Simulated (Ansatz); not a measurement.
# Lattice dynamics of Ta2CF2 monolayer, part 3 of 3

Task: relax Ta2CF2 monolayer, then find its harmonic phonons.

Ansatz 0.2.0; DFT PBEsol, scalar-relativistic, plane waves, PAW.

So far. Step 4 (Tight relaxation): The largest force component left is 0.0032 meV/Å, within the tolerances set. Step 5 (Modes at Γ): Before it was imposed, the acoustic sum rule was missed by 5.0e-5 eV/Å². Small misses are needed for a sound result but don't prove that mesh and cutoff are converged. The lowest optical mode is real, 156 cm⁻¹.

## Step 6: Phonons on a q mesh

Stability and thermal properties need the whole zone. Linear response on a 4×4×1 q mesh gives force constants as far as a supercell of that size would.

input.yaml reads:

```yaml
crystal:
  lattice:
    - [3.1663041994, 0.0, 0.0]
    - [-1.5831520997, 2.7420998728, 0.0]
    - [0.0, 0.0, 33.2]
  atoms:
    - { symbol: C, position: [0.0, 0.0, 0.3012048193] }
    - { symbol: Ta, position: [0.3333333333, 0.6666666667, 0.3340003458] }
    - { symbol: Ta, position: [0.6666666667, 0.3333333333, 0.2684092927] }
    - { symbol: F, position: [0.6666666667, 0.3333333333, 0.3757248738] }
    - { symbol: F, position: [0.3333333333, 0.6666666667, 0.2266847648] }
  periodic: [true, true, false]
kpoints:
  mp_grid: { grid: [20, 20, 1] }
hamiltonian:
  xc: pbesol
scf:
  occupations: { method: methfessel_paxton, width: 0.15 }
output:
  eigenvalues: true
phonons:
  method: dfpt
  qmesh: [4, 4, 1]
  temperatures: { t_max: 1000, t_step: 50 }
  qpath:
    path:
      - [0.0, 0.0, 0.0]
      - [0.5, 0.0, 0.0]
      - [0.33333333, 0.33333333, 0.0]
      - [0.0, 0.0, 0.0]
    npoints: 10
```

Run with:

```sh
> ansatz run input.yaml --threads 8 --pin off --max-ram 14336MiB --backend cpu --events-out ev --progress --plain --runs-dir out
```

Numbers of over 12 decimals in the logs are rounded to 6 here.

What it wrote:

```text
[...]
Crystal: 5 atoms, lattice volume = 288.253 Å³
Basis set: ecut = 420 eV, 5583 PW (Γ), exchange–correlation on 48×48×450 points (8 copies of the dense FFT grid, shifted against one another)
Bands: 27, of which v1, the nominal top of the filled ones, is band 22 counted from 1 (21 counted from 0)
Symmetry: 12 space group operations
k-points: 44 of 400 (irreducible under 6 space group operations, time reversal used)
[...]
SCF iter   1: F=—  HF=-21463.063256 eV  |F-HF|=—  |Δ(HF+E_count)|=         —  Δρ=7.91e-3  dr2=2.54e-1  ethr=1.77e-3  ⟨swp⟩=10.7  Hψ=8840  notcnv=0
[...]
SCF iter  10: F=-21463.002573 eV  HF=-21463.002573 eV  |F-HF|=1.60e-10  |Δ(HF+E_count)|=  1.93e-10  S|Δr|=    0.00e0  Δρ=4.14e-8  dr2=4.79e-12  ethr=1.00e-12  ⟨swp⟩=17.1  Hψ=12015  notcnv=0
SCF 1 converged in 10 iterations: F = -21463.002573 eV  dr2 = 4.79e-12
[...]
phonons: the bands overlap, so this run is a metal and interpolates without the dipole-dipole term. If the crystal is really an insulator or semiconductor, its LO-TO splitting is missing
NSCF: frozen V_eff on 44 k-points
WARN: eigensolver did not converge (k=6): 1 band(s) unlocked after 2 eigensolves, warm-restarted (20 sweeps on the last) at ethr=1.41e-12 eV (storage-precision floor; scheduled 1.00e-12 eV) (lowest unlocked band 26, counted from 0; max residual 9.79e-6 eV among the unlocked bands, 9.79e-6 eV over every band; other slots of this pass that fall short are told together in one closing line; warning suppressed until the next SCF loop or pass starts)
WARN: eigensolver did not converge in 6 slots of this pass, the one above among them; of largest residual over every band (k=27): 1 band(s) unlocked (lowest unlocked band 26, counted from 0; max residual 6.14e-5 eV among the unlocked bands, 6.14e-5 eV over every band); of lowest unlocked band (k=6): band 26
[...]
DFPT response loops at q = (0, 0, 0) (fractional): preconditioner auto → none (partly filled bands, converged f_vac=0.777); β = 0.50; Broyden in place of MSR1
[...]
SCF converged after 10 iterations
[...]
Free energy (F): -21463.002573 eV
[...]
Internal energy: -21463.003816 eV  (E = F + TS)
E sigma→0 (E₀):  -21463.002884 eV
Entropy (-TS):   0.001243 eV (0.249 meV/atom)
Fermi energy:    -3.685776 eV
[...]
--- Band table (eV; the first three rows and the last of 44) ---
  k-point 0: bands = [... 18 lower, -8.9212, -8.9212, -5.4995, -5.4995, -4.3495, -3.1771, -2.3662, -2.3662, ... 1 higher]
  k-point 1: bands = [... 18 lower, -9.0084, -8.9350, -5.5956, -5.4386, -4.3349, -3.0421, -2.4746, -2.3697, ... 1 higher]
  k-point 2: bands = [... 18 lower, -9.2264, -8.9679, -5.8398, -5.2601, -4.2959, -2.8260, -2.5705, -2.4425, ... 1 higher]
  k-point 43: bands = [... 18 lower, -9.8955, -8.8504, -5.1004, -4.4607, -4.0488, -1.7234, -1.6397, -1.4163, ... 1 higher]
--- Phonons (Γ-DFPT): 10 representative perturbations + reference (Σ response iterations 46) ---
  ASR residual: 5.097e-5 → 0.000e0 eV/Å²; symmetrization residual: 5.414e-6 eV/Å²
[...]
ASR residual per site (eV/Å²): 1.67e-5 5.10e-5 4.21e-5 1.99e-5 1.95e-5
[...]
--- Phonons (arbitrary-q DFPT): 4 irreducible q on the 4×4×1 mesh ---
  q = [0.0000, 0.0000, 0.0000] (star 1, of the zone-centre solve; hermiticity 3.47e-7, symmetrization 2.47e-14, taken by the last average 1.44e-7): -0.00 -0.00 0.00 153.41 153.41 181.37 181.37 200.62 200.62 207.83 390.94 423.44 585.74 791.33 791.33
  q = [0.0000, 0.2500, 0.0000] (star 6, 15 solved perturbations on 210 of 400 k-point pairs; hermiticity 3.82e-7, symmetrization 4.03e-11, taken by the last average 1.67e-7): 38.30 65.85 89.94 127.75 140.86 180.64 195.85 197.62 199.50 216.30 353.14 361.86 603.30 784.48 790.71
[...]
q = [0.2500, 0.2500, 0.0000] (star 6, 10 solved perturbations in 3050 linear systems a pass and spin channel, the states on 400 of 400 k-point pairs; hermiticity 4.73e-7, symmetrization 3.71e-11, taken by the last average 1.67e-7): -73.61 73.77 125.84 137.26 149.95 181.35 184.20 201.66 202.35 212.42 331.92 334.91 622.87 773.77 786.92
  sum rule: each row above includes the acoustic sum rule's correction from the zone centre's row sums; it moved no ω² by more than (0.62 cm⁻¹)²
  mesh force constants: q→R imaginary residual 6.51e-18; ASR residual 5.097e-5 → 0.000e0 eV/Å²; symmetrization residual 2.842e-14 eV/Å²
  interpolated dispersion: 31 rows × 15 modes
  density of states and harmonic sums: on the 24×24×1 q-mesh, interpolated from the force constants of a 4×4×1 supercell (no non-analytic term)
  largest difference from the sums on the solved wave vectors: F 4.79e-2 eV, S 5.48e-5 and C_V 9.30e-6 eV/K
  zero-point energy: 0.268119 eV/cell   skipped modes (ω ≤ 0): 42, of them read as no rigid motion or as one in doubt: 39 (6.649e-1 modes/cell left out, lowest -82.04 cm⁻¹)   left out of the sums: 4.47e-2 of the cell's modes: C_V's classical limit lies that fraction below 3 k_B per atom; for a crystal, a wire or a layer, F and S can be off by more, and a phonons.interpolated_qmesh denser along its periods is the remedy for the sampling
```

Wall time 19 min (8 threads of Arm Neoverse V2, shared host); peak memory 5.9 GiB; 2.5 h of CPU time.

This step gave:

```yaml
sum_rule_residual_before_enforcement: 5.10e-5 eV/Å²
lowest_frequency_on_the_path: -82.04 cm⁻¹
highest_frequency_on_the_path_or_at_a_solved_wavevector: 791.8 cm⁻¹
highest_optical_mode_at_the_zone_centre_no_lo_to_term: 791.3 cm⁻¹
lowest_optical_zone_centre_mode: 153.4 cm⁻¹
lowest_mode_on_the_q_mesh_acoustic_modes_at_gamma_apart: -82.04 cm⁻¹
```

Frequencies (cm⁻¹) solved at each irreducible wavevector; negative means imaginary. Frequencies by wavevector, by row:

```
q in reciprocal lattice units  star  mode 1  mode 2  mode 3  mode 4  mode 13  mode 14  mode 15
                        0 0 0     1       0       0       0   153.4    585.7    791.3    791.3
                     0 0.25 0     6    38.3    65.8    89.9   127.8    603.3    784.5    790.7
                     0 -0.5 0     3     -82    81.7   136.3   142.1    624.8    770.5    786.7
                  0.25 0.25 0     6   -73.6    73.8   125.8   137.3    622.9    773.8    786.9
```

Interpolated from a 4×4×1 q mesh. The phonon branches at the labelled points (cm⁻¹):

```
  point  branch 1  branch 2  branch 3  branch 4  branch 12  branch 13  branch 14  branch 15
      Γ         0         0         0       153        423        586        791        791
halfway        38        66        90       128        362        603        784        791
      M       -82        82       136       142        346        625        770        787
halfway       -65        63       127       146        337        626        772        785
      K       -19        84        84       154        331        628        778        778
halfway       -27        62       110       121        351        608        781        791
      Γ         0         0         0       153        423        586        791        791
```

The phonon density of states has structure finer than the step of the table below, so its rows give means over 25 cm⁻¹, whole bins alone (the curve runs from -85 to 795 cm⁻¹). Peaks (cm⁻¹: height): -65.0: 0.0218, 75.0: 0.0473, 145.0: 0.0926, 195.0: 0.151, 335.0: 0.0600, 625.0: 0.0428, 785.0: 0.0931.

Tetrahedra on a 24×24×1 mesh, mean over bins of 10 cm-1. Interpolated from a 4×4×1 q mesh. The phonon density of states by wavenumber; means over each step:

```
wavenumber (cm⁻¹)  phonon density of states (1/cm⁻¹/cell)
              -50                                 0.00993
              -25                                 0.00320
                0                                 0.00403
               25                                  0.0125
               50                                  0.0127
               75                                  0.0307
              100                                  0.0103
              125                                  0.0482
              150                                  0.0538
              175                                  0.0479
              200                                   0.128
              225                                  0.0256
              250                                       0
              275                                       0
              300                                  6.8e-4
              325                                  0.0300
              350                                  0.0335
              375                                  0.0111
              400                                 0.00378
              425                                  9.2e-4
              450                                       0
              475                                       0
              500                                       0
              525                                       0
              550                                       0
              575                                 0.00186
              600                                  0.0143
              625                                  0.0238
              650                                       0
              675                                       0
              700                                       0
              725                                       0
              750                                  8.1e-5
              775                                  0.0515
```

The partial phonon density of states has structure finer than the step of the table below, so its rows give means over 25 cm⁻¹, whole bins alone (the curve runs from -90.9 to 826 cm⁻¹). Peaks (cm⁻¹: height): C 623.8: 0.0294, 785.2: 0.0766; F 197.3: 0.117, 335.6: 0.0476; Ta -67.8: 0.0168, 70.5: 0.033, 139.7: 0.0737, 185.8: 0.0293.

Phonopy on the run's constants, 21x21x1 mesh, Gaussian sigma 6.5 cm-1. Interpolated from a 4×4×1 q mesh. Partial phonon density of states against wavenumber; means over each step; values in 1/cm⁻¹/cell:

| wavenumber (cm⁻¹) | C | F | Ta |
| --- | --- | --- | --- |
| -75 | 0.00111 | 9.0e-4 | 0.0111 |
| -50 | 7.7e-4 | 6.2e-4 | 0.00822 |
| -25 | 2.5e-4 | 2.3e-4 | 0.00291 |
| 0 | 1.6e-4 | 3.3e-4 | 0.00299 |
| 25 | 5.4e-4 | 0.00131 | 0.0105 |
| 50 | 5.2e-4 | 0.00142 | 0.0117 |
| 75 | 0.00120 | 0.00248 | 0.0263 |
| 100 | 3.2e-4 | 9.4e-4 | 0.00992 |
| 125 | 4.3e-4 | 0.00259 | 0.0448 |
| 150 | 3.5e-4 | 0.00244 | 0.0507 |
| 175 | 9.5e-5 | 0.0369 | 0.0146 |
| 200 | 1.0e-4 | 0.0969 | 0.0258 |
| 225 | 2.3e-5 | 0.0203 | 0.00663 |
| 250 | 0 | 2.2e-5 | 7.1e-6 |
| 275 | 0 | 0 | 0 |
| 300 | 1.1e-6 | 7.8e-4 | 7.0e-5 |
| 325 | 1.7e-5 | 0.0281 | 0.00259 |
| 350 | 1.3e-5 | 0.0290 | 0.00339 |
| 375 | 1.0e-5 | 0.00975 | 0.00136 |
| 400 | 1.2e-6 | 0.00323 | 6.2e-4 |
| 425 | 0 | 7.9e-4 | 2.0e-4 |
| 450 | 0 | 5.3e-6 | 1.1e-6 |
| 475 | 0 | 0 | 0 |
| 500 | 0 | 0 | 0 |
| 525 | 0 | 0 | 0 |
| 550 | 8.4e-7 | 0 | 0 |
| 575 | 0.00185 | 2.0e-5 | 6.2e-5 |
| 600 | 0.0137 | 1.7e-4 | 7.4e-4 |
| 625 | 0.0208 | 3.2e-4 | 0.00156 |
| 650 | 6.8e-4 | 1.1e-5 | 5.5e-5 |
| 675 | 0 | 0 | 0 |
| 700 | 0 | 0 | 0 |
| 725 | 0 | 0 | 0 |
| 750 | 0.00150 | 3.1e-6 | 4.7e-5 |
| 775 | 0.0474 | 2.0e-4 | 0.00162 |
| 800 | 0.0280 | 1.2e-4 | 1.0e-3 |

Symmetry leaves 4 wavevectors to solve. The lowest mode among them, the acoustic zeros apart, lies at q = (0, -0.5, 0) and is imaginary, 82.0i cm⁻¹, so the energy falls along it.

## Step 7: Isotope substitution

An isotope changes the mass and not the force constants, so no new electronic calculation is needed; the shifts show which modes move this element.

The same force constants with the mass of C changed from 12.011 to 13.003 u (phonopy, no LO-TO term). Both lists are sorted by frequency; levels can cross, so a row need not hold one and the same mode. Modes under 3 cm⁻¹ are left out. Isotope shifts, by row, the first 40 of 57 rows:

```csv
q,rank,natural mass (cm⁻¹),changed mass (cm⁻¹)
0 0 0,4,153.4,153.4
0 0 0,5,153.4,153.4
0 0 0,6,181.4,181.4
0 0 0,7,181.4,181.4
0 0 0,8,200.6,200.6
0 0 0,9,200.6,200.6
0 0 0,10,207.8,207.8
0 0 0,11,390.9,390.9
0 0 0,12,423.4,423.4
0 0 0,13,585.7,563.7
0 0 0,14,791.3,761.5
0 0 0,15,791.3,761.5
0 0.25 0,1,38.3,38.21
0 0.25 0,2,65.85,65.76
0 0.25 0,3,89.94,89.82
0 0.25 0,4,127.8,127.7
0 0.25 0,5,140.9,140.9
0 0.25 0,6,180.6,180.6
0 0.25 0,7,195.8,195.8
0 0.25 0,8,197.6,197.6
0 0.25 0,9,199.5,199.5
0 0.25 0,10,216.3,216.3
0 0.25 0,11,353.1,353.1
0 0.25 0,12,361.9,361.9
0 0.25 0,13,603.3,581.3
0 0.25 0,14,784.5,755.2
0 0.25 0,15,790.7,761
0 -0.5 0,1,-82.04,-81.73
0 -0.5 0,2,81.74,81.61
0 -0.5 0,3,136.3,136.3
0 -0.5 0,4,142.1,142.1
0 -0.5 0,5,149.2,149.1
0 -0.5 0,6,183.8,183.8
0 -0.5 0,7,193.4,193.4
0 -0.5 0,8,196.9,196.9
0 -0.5 0,9,201,201
0 -0.5 0,10,218.7,218.7
0 -0.5 0,11,317.1,317.1
0 -0.5 0,12,346.2,346.2
0 -0.5 0,13,624.8,602.5
```

A mode of this element alone would shift by -3.89 %. The highest zone-centre frequency without the field goes from 791.3 to 761.5 cm⁻¹ (-3.8 %). The product of the frequency ratios over all optical modes at Γ is 0.891; the product rule, (m/m′)^(3k/2) (M′/M)^(3/2) with k = 1 such atoms and M the mass of the cell, gives 0.891.

## Step 8: Results

```yaml
space_group_after_relaxation_within_0p01_a: P-3m1
area_per_atom: 1.74 Å²
electronic_character: no gap on this mesh
highest_optical_mode_at_the_zone_centre_no_lo_to_term: 792 cm⁻¹
lowest_optical_zone_centre_mode: 156 cm⁻¹
lowest_mode_on_the_q_mesh_acoustic_modes_at_gamma_apart: -82.0 cm⁻¹
highest_frequency_on_the_path_or_at_a_solved_wavevector: 792 cm⁻¹
imaginary_modes_on_the_4x4x1_q_mesh: yes
```

In words: Modes are clearly imaginary (beyond 10i cm⁻¹) at 2 of the 4 irreducible wavevectors, most at q = (0, -0.5, 0) (82.0i cm⁻¹), so this structure is not a minimum of the energy. The optical modes at Γ span 156 to 792 cm⁻¹. The highest mode in this list at Γ, 792.2 cm⁻¹, is mostly motion of C (97 % of the kinetic energy). With no gap, or one that is small against the smearing, the frequencies hang on the k mesh and the smearing, most of all near Kohn anomalies. In a sheet or slab the interpolated bending branch near Γ is rough, since the rotational sum rule isn't imposed. Spin-orbit coupling is left out, which can matter for the heavy elements here. A phonon run warned that its eigensolver left some bands unconverged in a pass. The starting cell was built on a prototype and not taken from a measurement. These are harmonic frequencies at zero temperature: anharmonic shifts, linewidths and thermal expansion are left out.

[Logs are printed without paths, hosts, clocks, repeated set-up lines and the standing remarks that a program may print on its own settings, such as how far it seeks lower states.]

[Hosts, paths, dates, database ids (printed as entryN), source tags and the programs' standing remarks are cut or masked in the printed files.]
